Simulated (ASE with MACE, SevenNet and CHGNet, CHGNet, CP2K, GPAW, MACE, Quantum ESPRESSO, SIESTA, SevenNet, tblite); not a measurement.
# Random rock-salt (Ti, Nb, Ta, Hf)C solid solution (64 atoms) in machine-learned potentials

How do the settings of machine-learned potentials change the result for random rock-salt (Ti, Nb, Ta, Hf)C solid solution (64 atoms)? A plane-wave run serves as the yardstick.

Calculated with ASE with MACE, SevenNet and CHGNet; the method is named at each step.

## 1. Starting point

The cell holds 64 atoms: 11 Nb, 32 C, 3 Ti, 9 Hf and 9 Ta. Its edges and angles: a = 8.990 Å, b = 8.990 Å, c = 8.990 Å, α = 90.0°, β = 90.0°, γ = 90.0°. Rock-salt lattice (a = 4.495 Å, the mean of the end members), 2 x 2 x 2 cells, metal sites filled at random with 3 Ti, 11 Nb, 9 Ta, 9 Hf; every coordinate displaced by a Gaussian of 0.05 Å. Then every atom was moved at random, 0.02 Å r.m.s. a Cartesian component.

The yardstick, on the same geometry:

* method: Kohn-Sham DFT, PBE, SSSP efficiency 1.3.0 pseudopotentials, plane waves (Quantum ESPRESSO 7.5); sssp-pbe-1.3.0-efficiency, cutoffs 60/480 Ry, Γ point
* r.m.s. force component: 1.088 eV/Å
* longest force: 5.203 eV/Å
* pressure: 5.26 GPa
* time: 3.5 min on 4 MPI ranks of Arm Neoverse V2, shared host
* CPU time: 14 min

## 2. MACE MPA-0 medium potential

Method: machine-learned interatomic potential MACE MPA-0 medium, trained on PBE(+U) plane-wave data.

Contents of run.py:

```python
import numpy as np
from ase.io import read
import mlip  # loads the published weights by name

atoms = read("structure.xyz")
atoms.calc = mlip.calc("mace-mpa-0-medium")
energy = atoms.get_potential_energy()
forces = atoms.get_forces()
print(f"energy {energy:.6f} eV")
print("forces (eV/A)")
for i, (a, f) in enumerate(zip(atoms, forces)):
    print(f"{i:4d} {a.symbol:2s} {f[0]:10.5f} {f[1]:10.5f} {f[2]:10.5f}")
stress = -atoms.get_stress(voigt=False) * 160.21766
print("stress (GPa, compression positive)")
for row in stress:
    print(" ".join(f"{x:10.4f}" for x in row))
```

Contents of structure.xyz:

```xyz
64
Lattice="8.99000 0.00000 0.00000 0.00000 8.99000 0.00000 0.00000 0.00000 8.99000" Properties=species:S:1:pos:R:3 pbc="T T T"
Nb 0.05879 8.97472 0.04045
C 2.24318 0.00656 8.92599
Ti 8.93004 2.27708 2.21756
C 2.19059 2.26278 2.24561
Hf 2.22646 0.02931 2.19428
C 0.00324 0.04360 2.28481
Ta 2.24813 2.27276 0.02490
C 8.89138 2.24777 0.08864
Ti 0.01528 0.03335 4.35314
C 2.28409 8.94946 4.48125
Ta 0.04459 2.29650 6.76965
C 2.27780 2.21972 6.73297
Ta 2.20758 0.00324 6.65305
C 0.02859 0.04765 6.66051
Nb 2.26755 2.39350 4.48511
C 8.95152 2.21469 4.52422
Ti 0.05097 4.51487 0.02382
C 2.22997 4.49671 0.02886
Nb 0.01034 6.75868 2.23087
C 2.23761 6.72605 2.18529
Nb 2.23518 4.49788 2.26764
C 0.01510 4.49500 2.26890
Nb 2.21666 6.70312 8.93103
C 8.97040 6.81010 8.97454
Nb 0.03974 4.50732 4.56314
C 2.25424 4.49788 4.54597
Ta 8.96240 6.74223 6.73998
C 2.33291 6.82494 6.76560
Hf 2.25173 4.38074 6.61080
C 0.00162 4.55676 6.72074
Hf 2.28508 6.79887 4.38397
C 0.05682 6.71913 4.45796
Nb 4.49266 0.00117 8.97166
C 6.73594 8.89776 8.97247
Hf 4.47235 2.19086 2.22961
C 6.61961 2.27114 2.24157
Hf 6.63894 8.98730 2.27249
C 4.55955 0.01196 2.25631
Nb 6.66078 2.18646 8.95431
C 4.60171 2.17315 8.92338
Ta 4.51307 0.11471 4.46479
C 6.75985 8.97741 4.56944
Ta 4.48394 2.16398 6.70061
C 6.77810 2.36365 6.76066
Nb 6.68901 8.93022 6.76668
C 4.60270 8.97705 6.80660
Ta 6.67445 2.30917 4.53186
C 4.44394 2.19050 4.40546
Hf 4.54867 4.47873 8.98506
C 6.82134 4.42398 0.04045
Ta 4.56368 6.64990 2.24157
C 6.79239 6.79051 2.26989
Hf 6.79995 4.44699 2.18412
C 4.41490 4.56422 2.29919
Hf 6.68901 6.78997 0.03677
C 4.57303 6.76578 0.05610
[... 4 atom lines left out ...]
Nb 6.72011 4.50165 6.79275
C 4.53105 4.47486 6.76057
Hf 6.67508 6.72731 4.55442
C 4.46425 6.69980 4.40708
```

The run is started by

```bash
> OMP_NUM_THREADS=1 python run.py > output.txt
```

Output:

```text
energy -665.439068 eV
forces (eV/A)
   0 Nb   -0.84988    0.68218   -0.54967
   1 C     0.13192    0.20778   -0.04208
   2 Ti    0.49523   -0.27928    0.46918
   3 C    -0.36355    0.19282   -0.33474
   4 Hf    0.46790   -0.37380    0.46068
   5 C    -0.32389    0.05935   -0.60492
   6 Ta   -0.30543   -0.01951   -0.25838
   7 C     1.65186    0.43203   -0.96211
   8 Ti   -0.20860    0.15799    1.40780
   9 C    -0.42059    1.34730   -0.11381
  10 Ta   -0.81762   -0.75052   -0.06902
  11 C    -0.31136   -0.53370    0.42266
  12 Ta    0.35356    0.30674    0.77214
  13 C     0.14471   -0.13254    0.56967
  14 Nb   -0.97886   -2.53265   -0.77990
  15 C    -0.13161    0.12042   -0.28505
  16 Ti   -0.35016   -0.13773   -0.11391
  17 C    -0.14283   -0.41078   -0.33471
  18 Nb   -0.07887   -0.26178    0.12542
  19 C     0.62580    0.37862   -0.09557
  20 Nb   -0.44021   -0.13366   -0.33731
  21 C     0.06986   -0.20973   -0.50499
  22 Nb    0.51067    0.33021    0.65022
  23 C     0.58926   -1.32091   -0.31581
[...]
56 Ta   -0.18511   -1.80576   -1.78812
  57 C     0.02587    0.02816   -0.59260
  58 Nb    0.76024    0.32833    1.57287
  59 C     0.53460   -0.62304   -0.31569
  60 Nb    0.72580    0.35273    0.05513
  61 C    -0.50018   -0.17899   -0.11910
  62 Hf    1.79911    0.30805   -0.91357
  63 C     0.70538    0.86996    0.97312
stress (GPa, compression positive)
    8.2272    -0.0374    -0.3574
   -0.0374     8.5176     0.0652
   -0.3574     0.0652     8.2058
```

Elapsed: 7 s, on 1 thread of Arm Neoverse V2, shared host; peak memory 1 GiB.

Banners, paths, timers and routine set-up lines are dropped from the logs unmarked, and long logs keep their key lines alone; longer cuts are marked.

Compared with the plane-wave run:

| Property | Result |
| --- | --- |
| r.m.s. force component | 0.9764 eV/Å |
| r.m.s. difference of force components | 250.4 meV/Å |
| longest difference of force vectors | 1040 meV/Å |
| force difference over r.m.s. force | 23.02 % |
| slope of forces against the reference's | 0.8763 |
| correlation of force components | 0.9763 |
| pressure | 8.317 GPa |
| pressure difference | 3.057 GPa |

Length of the force difference by element (eV/Å):

| element | atoms | mean | most |
| --- | --- | --- | --- |
| C | 32 | 0.28 | 0.54 |
| Hf | 9 | 0.43 | 0.77 |
| Nb | 11 | 0.56 | 1.0 |
| Ta | 9 | 0.52 | 0.90 |
| Ti | 3 | 0.29 | 0.33 |

The surroundings of Hf55, picked at random, nearest first, numbered as they follow in the input and with coordinates relative to it.

| atom | x | y | z | distance (Å) | bonds | Fx | Fy | Fz (eV/Å) |
| --- | --- | --- | --- | --- | --- | --- | --- | --- |
| Hf55 | 0.00 | 0.00 | 0.00 | 0.00 | 6 | 2.00 | -1.65 | -0.74 |
| C34 | 0.05 | 2.11 | -0.05 | 2.11 | 6 | 0.23 | 2.07 | 0.36 |
| C56 | -2.12 | -0.02 | 0.02 | 2.12 | 6 | -2.19 | -0.56 | -0.76 |
| C52 | 0.10 | 0.00 | 2.23 | 2.24 | 6 | -0.78 | -0.99 | 0.31 |
| C60 | 0.04 | 0.00 | -2.25 | 2.25 | 6 | 0.53 | -0.62 | -0.32 |
| C24 | 2.28 | 0.02 | -0.05 | 2.28 | 6 | 0.59 | -1.32 | -0.32 |
| C50 | 0.13 | -2.37 | 0.00 | 2.37 | 6 | -0.24 | 0.65 | -0.97 |
| Ta51 | -2.13 | -0.14 | 2.20 | 3.07 | 6 | -1.11 | 1.38 | -0.05 |
| Nb33 | -2.20 | 2.20 | -0.06 | 3.11 | 6 | -0.47 | -0.50 | 0.08 |

Atoms are counted from 1 here, from 0 in the log.

Forces lie 23 % from the reference's, at 0.0080 times its CPU time (on 1 against 4 cores).

## 3. SevenNet l3i5 potential

Method: machine-learned interatomic potential SevenNet l3i5, trained on PBE(+U) plane-wave data.

Edit run.py of step 2 so:

```diff
@@ -5,3 +5,3 @@
 atoms = read("structure.xyz")
-atoms.calc = mlip.calc("mace-mpa-0-medium")
+atoms.calc = mlip.calc("7net-l3i5")
 energy = atoms.get_potential_energy()
```

structure.xyz is that of step 2.

Output:

```text
energy -666.091309 eV
forces (eV/A)
   0 Nb   -0.01573    0.44596   -0.74140
   1 C    -0.09553    0.15558   -0.02882
   2 Ti    0.40271   -0.16267    0.48939
   3 C    -0.50861    0.35445   -0.34508
   4 Hf    0.07168   -0.39803    0.05895
   5 C    -0.16985    0.04533   -0.53223
   6 Ta   -0.32240   -0.20089   -0.36701
   7 C     1.66514    0.64895   -0.73168
   8 Ti   -0.17495    0.17472    1.69443
   9 C    -0.36627    1.35156   -0.10419
  10 Ta   -0.63576   -0.97774   -0.20852
  11 C    -0.32361   -0.43045    0.30632
  12 Ta   -0.02067    0.29595    0.95216
  13 C     0.32770   -0.24576    0.44561
  14 Nb   -1.03323   -2.11526   -0.55811
  15 C     0.07449    0.18281   -0.30538
  16 Ti   -0.23002   -0.09237   -0.10915
  17 C    -0.10559   -0.41736   -0.09460
  18 Nb    0.02125   -0.41531   -0.10834
  19 C     0.51876   -0.00628   -0.05106
  20 Nb   -0.42329   -0.07097   -0.39923
  21 C    -0.02576   -0.15795   -0.69509
  22 Nb   -0.00368    0.56759    0.53860
  23 C     0.88403   -1.26064   -0.23192
[...]
56 Ta    0.06906   -1.46513   -1.34537
  57 C     0.06283    0.00744   -0.40643
  58 Nb    0.85449    0.50248    1.27583
  59 C     0.48250   -0.68438   -0.42702
  60 Nb    0.70127    0.11695   -0.07298
  61 C    -0.35119    0.04015   -0.26856
  62 Hf    1.57352    0.15405   -0.45994
  63 C     0.75654    0.79448    0.84297
stress (GPa, compression positive)
    9.0848     0.0612    -0.0608
    0.0612     9.3036    -0.0714
   -0.0608    -0.0714     8.6438
```

Wall time 8.3 s (1 thread); peak memory 1.3 GiB.

Compared with the plane-wave run:

* r.m.s. force component: 0.8891 eV/Å
* r.m.s. difference of force components: 376.8 meV/Å
* longest difference of force vectors: 1488 meV/Å
* force difference over r.m.s. force: 34.64 %
* slope of forces against the reference's: 0.774
* correlation of force components: 0.947
* pressure: 9.011 GPa
* pressure difference: 3.75 GPa

Against the first run (23 %), the force difference from the reference is 35 %, at 1.2 times the CPU time.

## 4. CHGNet 0.3.0 potential

Method: machine-learned interatomic potential CHGNet 0.3.0, trained on PBE(+U) plane-wave data.

Edit run.py of step 3 so:

```diff
@@ -5,3 +5,3 @@
 atoms = read("structure.xyz")
-atoms.calc = mlip.calc("7net-l3i5")
+atoms.calc = mlip.calc("chgnet-0.3.0")
 energy = atoms.get_potential_energy()
```

structure.xyz is that of step 3.

Output:

```text
CHGNet v0.3.0 initialized with 412,525 parameters
CHGNet will run on cpu
energy -665.909729 eV
forces (eV/A)
   0 Nb   -0.43731    0.43947   -0.43940
   1 C    -0.00193    0.33955    0.03247
   2 Ti    0.11136   -0.06963    0.21667
   3 C    -0.35953    0.13350   -0.43584
   4 Hf    0.25696   -0.19000    0.22803
   5 C    -0.11470    0.23538   -0.31731
   6 Ta   -0.33987   -0.12946   -0.19837
   7 C     1.36749    0.30420   -0.53236
   8 Ti   -0.18393    0.04675    1.05285
   9 C    -0.24205    1.20141   -0.05631
  10 Ta   -0.64390   -0.49385    0.01685
  11 C    -0.23720   -0.34217    0.32158
  12 Ta    0.14713    0.24062    0.51170
  13 C     0.03471   -0.13069    0.27618
  14 Nb   -0.63922   -1.76483   -0.49092
  15 C    -0.01345    0.01526   -0.23910
  16 Ti   -0.26102   -0.08543   -0.02195
  17 C    -0.17042   -0.44632   -0.32659
  18 Nb   -0.00954   -0.21006    0.09223
  19 C     0.40314    0.26525   -0.21633
  20 Nb   -0.38574   -0.07254   -0.16728
  21 C    -0.04356   -0.30038   -0.39969
  22 Nb    0.29629    0.13945    0.31941
  23 C     0.63869   -0.87272   -0.28267
[...]
56 Ta   -0.04480   -1.18046   -1.19212
  57 C     0.01565   -0.10095   -0.35563
  58 Nb    0.49361    0.36565    1.05086
  59 C     0.32725   -0.46811   -0.32574
  60 Nb    0.51515    0.09552    0.16092
  61 C    -0.27672   -0.05447   -0.08471
  62 Hf    1.15887    0.12266   -0.44175
  63 C     0.50282    0.77877    0.70828
stress (GPa, compression positive)
    8.2088     0.0752    -0.0508
    0.0752     7.9720    -0.0245
   -0.0508    -0.0245     7.7733
```

It took 3 s on 1 thread; peak memory 0.93 GiB.

Against the reference:

```
r.m.s. force component                  : 0.6839 eV/Å
r.m.s. difference of force components   : 474.5 meV/Å
longest difference of force vectors     : 2377 meV/Å
force difference over r.m.s. force      : 43.62 %
slope of forces against the reference's : 0.6025
correlation of force components         : 0.9584
pressure                                : 7.985 GPa
pressure difference                     : 2.724 GPa
```

Against the first run (23 %), the force difference from the reference is 44 %, at 0.45 times the CPU time.

## 5. The ladder

Differences are against the plane-wave reference, forces as r.m.s. over components; share is that over the reference's r.m.s. force, slope the least-squares factor from reference forces to these. Total energies of different programs have different zeros and aren't compared.

| run | Δ force, r.m.s. (meV/Å) | share (%) | slope | Δ pressure (GPa) | cores | CPU time | memory (GiB) |
| --- | --- | --- | --- | --- | --- | --- | --- |
| reference | - | - | - | - | 4 | 14 min | 3.5 |
| MACE MPA-0 medium potential | 250 | 23.0 | 0.876 | 3.06 | 1 | 6.7 s | 1 |
| SevenNet l3i5 potential | 377 | 34.6 | 0.774 | 3.75 | 1 | 8.2 s | 1.3 |
| CHGNet 0.3.0 potential | 474 | 43.6 | 0.603 | 2.72 | 1 | 3 s | 0.93 |

Times of the machine-learned potentials are mostly Python's start and the loading of weights.

CPU time is summed over cores on a shared host, where runs went side by side, so it is rough. Symmetry, cutoffs, thresholds, outputs and thread counts weren't matched or tuned between programs; memory under MPI is the largest rank's times the ranks.

## 6. Summary of results

* nearest in forces: MACE MPA-0 medium potential, 23 %
* its CPU time: 6.7 s

Machine-learned potentials differ by 23 % (MACE MPA-0 medium potential) to 44 % (CHGNet 0.3.0 potential); they were trained on other programs' data. Among those trained on PBE data the slope goes as low as 0.60, which softening far from their training structures can give, though the reference's k-sampling is untested too. The reference's pressure holds the uncorrected Pulay stress of its 60 Ry basis, so small pressure differences, and their order, may be the reference's own error. Machine-learned potentials mimic data converged in k, so the reference's own k-point error enters their differences. The host structure and its lattice constant were typed by rule, without a check against the phase diagram. The reference's pressure of 5.3 GPa belongs to a cell and atoms that aren't relaxed at this level. The electronic-structure runs sample only Γ, in a cell whose shortest periodic width is 9 Å, which is coarse for a cell with partly filled levels. Spin–orbit coupling is left out, which matters for the levels of the heavy elements.

[Also dropped from logs without a mark: logging warnings of Python, and SIESTA's first energy breakdown and zero terms.]

[Logs are printed without paths, hosts, clocks, repeated set-up lines and the standing remarks that a program may print on its own settings, such as how far it seeks lower states.]

[Hosts, paths, dates, database ids (printed as entryN), source tags and the programs' standing remarks are cut or masked in the printed files.]
